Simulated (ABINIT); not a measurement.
# A GW run on TiO2 (Anatase) in ABINIT, with inputs changed

A base run on TiO2 (Anatase), then changed inputs.

Calculated with ABINIT 10.8.3; PBE and many-body steps on it, plane waves.

**1. Starting point**

It takes space group I4_1/amd (No. 141, tetragonal). Conventional cell: a = 3.784 Å, b = 3.784 Å, c = 9.515 Å, α = 90.00°, β = 90.00°, γ = 90.00°. Nearest to Ti lie 6 O at 1.93 to 1.98 Å. Nearest to O lie 3 Ti at 1.93 to 1.98 Å. Farther neighbours and most contacts between anions are not listed.

The cell and positions come from the Crystallography Open Database and are kept as given unless a step says otherwise.

**2. Screening, 4×4×4 mesh, 118 bands, screening to 152.4 eV**

This step: ABINIT 10.8.3; RPA screening on PBE, plane waves, norm-conserving pseudopotentials.

The RPA dielectric matrix is built and inverted for each q.

run.abi reads:

```
acell 3*1.0 Angstrom
rprim 
  -1.892100000000 1.892100000000 4.757300000000
  1.892100000000 -1.892100000000 4.757300000000
  1.892100000000 1.892100000000 -4.757300000000
ntypat 2
znucl 22 8
natom 6
typat 1 1 2 2 2 2
xred 
  0.000000000000 0.000000000000 0.000000000000
  0.750000000000 0.250000000000 0.500000000000
  0.208100000000 0.208100000000 0.000000000000
  0.958100000000 0.458100000000 0.500000000000
  0.541900000000 0.041900000000 0.500000000000
  0.791900000000 0.791900000000 0.000000000000
pp_dirpath "pseudos"
pseudos "Ti.upf, O.upf"
ecut 38
ngkpt 4 4 4
nshiftk 1
shiftk 0 0 0
kptopt 1
chksymbreak 0
istwfk *1
occopt 1
irdwfk 1
optdriver 3
nband 118
ecuteps 5.6
inclvkb 2
awtr 1
symchi 1
indata_prefix "in"
outdata_prefix "out"
tmpdata_prefix "tmp"
```

On the command line:

```bash
> OMP_NUM_THREADS=1 mpirun -n 4 abinit run.abi > log
```

What it wrote:

```text
.Version 10.8.3 of ABINIT. v10.8.2 released Aug 2026.

 Symmetries : space group I4_1/a m d (#141); Bravais tI (body-center tetrag.)
[... echo of the input left out ...]
== DATASET  1 ==================================================================
-   mpi_nproc: 4, omp_nthreads: 1 (-1 if OMP is not activated)

--- !DatasetInfo
iteration_state: {dtset: 1, }
dimensions: {natom: 6, nkpt: 13, mband: 118, nsppol: 1, nspinor: 1, nspden: 1, mpw: 5174, }
cutoff_energies: {ecut:  38.0, pawecutdg:  -1.0, }
electrons: {nelect:   4.80000000E+01, charge:   0.00000000E+00, occopt:   1.00000000E+00, tsmear:   1.00000000E-02, }

 SCREENING: Calculation of the susceptibility and dielectric matrices

 Based on a program developped by R.W. Godby, V. Olevano, G. Onida, and L. Reining.
 Incorporated in ABINIT by V. Olevano, G.-M. Rignanese, and M. Torrent.
.Using double precision arithmetic ; gwpc =  8

[... cell and pseudopotentials left out ...]
--------------------------------------------------------------------------------

 ==== K-mesh for the wavefunctions ====
 Number of points in the irreducible wedge :    13
[... list of points left out ...]
 Together with 16 symmetry operations and time-reversal symmetry
 yields    64 points in the full Brillouin Zone.

 ==== Q-mesh for the screening function ====
 Number of points in the irreducible wedge :    13
[... list of points left out ...]
 Together with 16 symmetry operations and time-reversal symmetry
 yields    64 points in the full Brillouin Zone.

 setmesh: FFT mesh size selected  =    72x   72x   72
          total number of points  =       373248

 vcoul_init : cutoff-mode = AUXILIARY_FUNCTION
 q-points for optical limit:   1
     1)      0.000010    0.000020    0.000030

- screening: taking advantage of time-reversal symmetry
- Maximum band index for partially occupied states nbvw = 24
- Remaining bands to be divided among processors   nbcw = 94
- Number of bands treated by each node ~23

 Number of electrons calculated from density =   48.0000; Expected =   48.0000
 average of density, n =  0.104409
 r_s =    1.3174
 omega_plasma =   31.1690 [eV]

 calculating chi0 at frequencies [eV] :
  1    0.000000E+00    0.000000E+00
  2    0.000000E+00    3.116905E+01

--------------------------------------------------------------------------------
  q-point number  1        q = ( 0.000000, 0.000000, 0.000000) [r.l.u.]
--------------------------------------------------------------------------------
[... chi0 elements left out ...]
 For q-point:  0.000010 0.000020 0.000030
  dielectric constant =   6.6543
  dielectric constant without local fields =   7.0404

  Average fulfillment of the sum rule on Im[epsilon] for q-point    1 :     54.92  [%]
[... wings left out ...]
  q-point number  2        q = ( 0.250000, 0.000000, 0.000000) [r.l.u.]
--------------------------------------------------------------------------------
[... chi0 elements left out ...]
  Average fulfillment of the sum rule on Im[epsilon] for q-point    2 :     65.47  [%]

 [... 11 further q-points ...]
```

It took 28 min on 4 MPI ranks of Arm Neoverse V1, shared host; peak memory 15 GiB; 1.9 h of CPU time.

Numbers from this step:

```yaml
eps_infinity_with_local_fields_on_this_mesh_along_the_program_s_q_direction: 6.654
the_same_without_local_fields: 7.040
plasma_frequency: 31.17 eV
plane_waves_in_the_screening_matrix: 309
```

Local fields lower ε∞ by 5 %.

**3. Base**

The self-energy is evaluated for the states that the input lists, and the levels follow from it, in one-shot runs by the linearised quasiparticle equation.

This step: G0W0 on PBE, plane waves, norm-conserving pseudopotentials.

Edit run.abi of step 2 so:

```diff
@@ -27,8 +27,19 @@
 irdwfk 1
-optdriver 3
+optdriver 4
 nband 118
+gwcalctyp 0
+ecutsigx 38
+symsigma 1
+nkptgw 3
+kptgw 
+  0.5000000000 0.5000000000 0.0000000000
+  0.0000000000 0.0000000000 0.0000000000
+  -0.2500000000 -0.2500000000 0.2500000000
+bdgw 
+  23 26
+  23 26
+  23 26
 ecuteps 5.6
-inclvkb 2
-awtr 1
-symchi 1
+irdscr 1
+ppmodel 1
 indata_prefix "in"
```

What it wrote:

```text
.Version 10.8.3 of ABINIT. v10.8.2 released Aug 2026.

 Symmetries : space group I4_1/a m d (#141); Bravais tI (body-center tetrag.)
[... echo of the input left out ...]
== DATASET  1 ==================================================================
-   mpi_nproc: 4, omp_nthreads: 1 (-1 if OMP is not activated)

--- !DatasetInfo
iteration_state: {dtset: 1, }
dimensions: {natom: 6, nkpt: 13, mband: 118, nsppol: 1, nspinor: 1, nspden: 1, mpw: 5174, }
cutoff_energies: {ecut:  38.0, pawecutdg:  -1.0, }
electrons: {nelect:   4.80000000E+01, charge:   0.00000000E+00, occopt:   1.00000000E+00, tsmear:   1.00000000E-02, }

 SIGMA: Calculation of the GW corrections

 Based on a program developped by R.W. Godby, V. Olevano, G. Onida, and L. Reining.
 Incorporated in ABINIT by V. Olevano, G.-M. Rignanese, and M. Torrent.
.Using double precision arithmetic ; gwpc =  8

[... cell and pseudopotentials left out ...]
--------------------------------------------------------------------------------

 ==== K-mesh for the wavefunctions ====
 Number of points in the irreducible wedge :    13
[... list of points left out ...]
 Together with 16 symmetry operations and time-reversal symmetry
 yields    64 points in the full Brillouin Zone.

 ==== Q-mesh for screening function ====
 Number of points in the irreducible wedge :    13
[... list of points left out ...]
 Together with 16 symmetry operations and time-reversal symmetry
 yields    64 points in the full Brillouin Zone.

 vcoul_init : cutoff-mode = AUXILIARY_FUNCTION
 q-points for optical limit:   1
     1)      0.000010    0.000020    0.000030
 setmesh: FFT mesh size selected  =    72x   72x   72
          total number of points  =       373248

 Number of electrons calculated from density =   48.0000; Expected =   48.0000
 average of density, n =  0.104409
 r_s =    1.3174
 omega_plasma =   31.1690 [eV]

 === KS Band Gaps ===
  >>>> For spin  1
   Minimum direct gap =   2.4917 [eV], located at k-point      :  -0.2500 -0.2500  0.2500
   Fundamental gap    =   2.1887 [eV], Top of valence bands at :   0.5000  0.5000  0.0000
                                       Bottom of conduction at :   0.0000  0.0000  0.0000
 SIGMA fundamental parameters:
 PLASMON POLE MODEL  1
 number of plane-waves for SigmaX                 5117
 number of plane-waves for SigmaC and W            309
 number of plane-waves for wavefunctions          5117
 number of bands                                   118
 number of independent spin polarizations            1
 number of spinorial components                      1
 number of k-points in IBZ                          13
 number of q-points in IBZ                          13
 number of symmetry operations                      16
 number of k-points in BZ                           64
 number of q-points in BZ                           64
 number of frequencies for dSigma/dE                 9
 frequency step for dSigma/dE [eV]                0.25
 number of omega for Sigma on real axis              0
 max omega for Sigma on real axis  [eV]           0.00
 zcut for avoiding poles [eV]                     0.10

 EPSILON^-1 parameters (SCR file):
 dimension of the eps^-1 matrix on file            309
 dimension of the eps^-1 matrix used               309
 number of plane-waves for wavefunctions          5117
 number of bands                                   118
 number of q-points in IBZ                          13
 number of frequencies                               2
 number of real frequencies                          1
 number of imag frequencies                          1

 matrix elements of self-energy operator (all in [eV])

 Perturbative Calculation

--- !SelfEnergy_ee
iteration_state: {dtset: 1, }
kpoint     : [   0.500,    0.500,    0.000, ]
spin       : 1
KS_gap     :    3.429
QP_gap     :    5.200
Delta_QP_KS:    1.771
data: !SigmaeeData |
     Band     E0 <VxcDFT>   SigX SigC(E0)      Z dSigC/dE  Sig(E)    E-E0       E
       23   4.093 -20.082 -24.797   4.960   0.762  -0.312 -19.895   0.187   4.280
       24   4.093 -20.082 -24.797   4.960   0.762  -0.312 -19.895   0.187   4.280
       25   7.522 -21.007 -12.455  -6.012   0.771  -0.298 -19.050   1.958   9.479
       26   7.522 -21.007 -12.455  -6.012   0.771  -0.298 -19.050   1.958   9.479

--- !SelfEnergy_ee
iteration_state: {dtset: 1, }
kpoint     : [   0.000,    0.000,    0.000, ]
spin       : 1
KS_gap     :    2.617
QP_gap     :    4.191
Delta_QP_KS:    1.573
data: !SigmaeeData |
     Band     E0 <VxcDFT>   SigX SigC(E0)      Z dSigC/dE  Sig(E)    E-E0       E
       23   3.664 -19.550 -24.420   5.015   0.761  -0.315 -19.440   0.111   3.775
       24   3.664 -19.550 -24.420   5.015   0.761  -0.315 -19.440   0.111   3.775
[...]
--- !SelfEnergy_ee
iteration_state: {dtset: 1, }
kpoint     : [  -0.250,   -0.250,    0.250, ]
spin       : 1
KS_gap     :    2.492
QP_gap     :    4.028
Delta_QP_KS:    1.536
data: !SigmaeeData |
     Band     E0 <VxcDFT>   SigX SigC(E0)      Z dSigC/dE  Sig(E)    E-E0       E
[...]
24   3.893 -20.281 -24.944   4.892   0.765  -0.308 -20.106   0.174   4.067
       25   6.385 -19.488 -11.831  -5.475   0.784  -0.275 -17.778   1.711   8.095
       26   6.912 -20.310 -12.031  -5.900   0.777  -0.288 -18.462   1.848   8.759

== END DATASET(S) ==============================================================
================================================================================

 -outvars: echo values of variables after computation  --------
           etotal      0.0000000000E+00
            nband         118
             nkpt          13
          spgroup         141
 [... the other variables as echoed above ...]

 Calculation completed.
```

Run time: 72 s. Hardware: 4 MPI ranks; peak memory 10 GiB; 4.8 min of CPU time.

This step gave:

- G0W0 gap on the points computed: 3.686 eV
- starting gap on the mesh: 2.189 eV
- k of the valence top: 0.5, 0.5, 0
- k of the conduction bottom: 0, 0, 0
- Z at the valence top: 0.762
- Z at the conduction bottom: 0.785
- least direct G0W0 gap on the computed points: 4.028 eV

The gap on the mesh goes from 2.19 eV to 3.69 eV, a correction of +1.50 eV.

**4. Coulomb singularity**

Edit run.abi of step 3 so:

```diff
@@ -44,2 +44,3 @@
 ppmodel 1
+gw_icutcoul 3
 indata_prefix "in"
```

What it wrote:

```text
.Version 10.8.3 of ABINIT. v10.8.2 released Aug 2026.

 Symmetries : space group I4_1/a m d (#141); Bravais tI (body-center tetrag.)
[... echo of the input left out ...]
== DATASET  1 ==================================================================
-   mpi_nproc: 4, omp_nthreads: 1 (-1 if OMP is not activated)

--- !DatasetInfo
iteration_state: {dtset: 1, }
dimensions: {natom: 6, nkpt: 13, mband: 118, nsppol: 1, nspinor: 1, nspden: 1, mpw: 5174, }
cutoff_energies: {ecut:  38.0, pawecutdg:  -1.0, }
electrons: {nelect:   4.80000000E+01, charge:   0.00000000E+00, occopt:   1.00000000E+00, tsmear:   1.00000000E-02, }

 SIGMA: Calculation of the GW corrections

 Based on a program developped by R.W. Godby, V. Olevano, G. Onida, and L. Reining.
 Incorporated in ABINIT by V. Olevano, G.-M. Rignanese, and M. Torrent.
.Using double precision arithmetic ; gwpc =  8

[... cell and pseudopotentials left out ...]
--------------------------------------------------------------------------------

 ==== K-mesh for the wavefunctions ====
 Number of points in the irreducible wedge :    13
[... list of points left out ...]
 Together with 16 symmetry operations and time-reversal symmetry
 yields    64 points in the full Brillouin Zone.

 ==== Q-mesh for screening function ====
 Number of points in the irreducible wedge :    13
[... list of points left out ...]
 Together with 16 symmetry operations and time-reversal symmetry
 yields    64 points in the full Brillouin Zone.

 vcoul_init : cutoff-mode = CRYSTAL
 q-points for optical limit:   1
     1)      0.000010    0.000020    0.000030
 setmesh: FFT mesh size selected  =    72x   72x   72
          total number of points  =       373248

 Number of electrons calculated from density =   48.0000; Expected =   48.0000
[...]
number of plane-waves for wavefunctions          5117
 number of bands                                   118
 number of q-points in IBZ                          13
 number of frequencies                               2
 number of real frequencies                          1
 number of imag frequencies                          1

 matrix elements of self-energy operator (all in [eV])

 Perturbative Calculation

--- !SelfEnergy_ee
iteration_state: {dtset: 1, }
kpoint     : [   0.500,    0.500,    0.000, ]
spin       : 1
KS_gap     :    3.429
QP_gap     :    5.182
Delta_QP_KS:    1.753
data: !SigmaeeData |
     Band     E0 <VxcDFT>   SigX SigC(E0)      Z dSigC/dE  Sig(E)    E-E0       E
       23   4.093 -20.082 -24.588   4.871   0.765  -0.308 -19.803   0.279   4.372
       24   4.093 -20.082 -24.588   4.871   0.765  -0.308 -19.803   0.279   4.372
       25   7.522 -21.007 -12.455  -5.923   0.773  -0.294 -18.975   2.032   9.554
[...]
--- !SelfEnergy_ee
iteration_state: {dtset: 1, }
kpoint     : [   0.000,    0.000,    0.000, ]
spin       : 1
KS_gap     :    2.617
QP_gap     :    4.174
Delta_QP_KS:    1.557
data: !SigmaeeData |
     Band     E0 <VxcDFT>   SigX SigC(E0)      Z dSigC/dE  Sig(E)    E-E0       E
[...]
--- !SelfEnergy_ee
iteration_state: {dtset: 1, }
kpoint     : [  -0.250,   -0.250,    0.250, ]
spin       : 1
KS_gap     :    2.492
QP_gap     :    4.010
Delta_QP_KS:    1.519
data: !SigmaeeData |
     Band     E0 <VxcDFT>   SigX SigC(E0)      Z dSigC/dE  Sig(E)    E-E0       E
[...]
25   6.385 -19.488 -11.831  -5.387   0.787  -0.271 -17.702   1.786   8.170
       26   6.912 -20.310 -12.031  -5.811   0.779  -0.284 -18.387   1.922   8.834

== END DATASET(S) ==============================================================
================================================================================

 -outvars: echo values of variables after computation  --------
           etotal      0.0000000000E+00
            nband         118
             nkpt          13
          spgroup         141
 [... the other variables as echoed above ...]

 Calculation completed.
```

The job ended after 72 s (4 MPI ranks; peak memory 10 GiB; 4.8 min of CPU time).

This step gave:

- G0W0 gap on the points computed: 3.669 eV
- starting gap on the mesh: 2.189 eV
- k of the valence top: 0.5, 0.5, 0
- k of the conduction bottom: 0, 0, 0
- Z at the valence top: 0.765
- Z at the conduction bottom: 0.788
- least direct G0W0 gap on the computed points: 4.01 eV

Against G0W0 in ABINIT (4×4×4 mesh, 118 bands, screening to 152.4 eV, Godby-Needs plasmon pole), the gap moves by −0.017 eV.

**5. Side by side**

Times are wall times on 4 MPI ranks of Arm Neoverse V1, shared host. The host was busy with other work, so they are no guide to cost. A run's time includes the screening step that it read.

```csv
run,mesh,bands,screening cutoff (eV),DFT gap (eV),gap on the mesh (eV),direct (eV),ε∞ used,time
base,4×4×4,118,152.4,2.189,3.686,4.028,6.65,29 min
Coulomb singularity,4×4×4,118,152.4,2.189,3.669,4.010,6.65,29 min
```

**6. What came out**

```json
{
  "base": "3.686 eV",
  "Coulomb singularity": "3.669 eV",
  "known limits": "not at the basis limit"
}
```

**Reading.** Coulomb singularity: −0.017 eV against base (keys changed: gw_icutcoul). Bands and cutoff are finite, so the gap is not at the basis limit. The miss can reach some tenths of an eV and take either sign; the mesh is an error of its own. In the G0W0 runs levels were corrected at 3 k points alone, so a gap called «on the mesh» is the least over those, and an edge elsewhere would be missed.

[Paths, hosts, dates, memory and timing lines, banners, echoed tables and standing remarks are left out of the program output.]

[Logs are printed without paths, hosts, clocks, repeated set-up lines and the standing remarks that a program may print on its own settings, such as how far it seeks lower states.]

[Runs of the session that timed out or met a known fault of the program may be left out.]

[Hosts, paths, dates, database ids (printed as entryN), source tags and the programs' standing remarks are cut or masked in the printed files.]

[G0W0 gaps are taken among the corrected bands and points alone; a level outside them can change the order at an edge.]

[Where Ansatz stands beside ABINIT at settings called matched, ABINIT's density can come from a denser mesh and the files from another edition; pairs whose starting gaps differed by over 0.03 eV were left out, so agreement reads better than it is.]
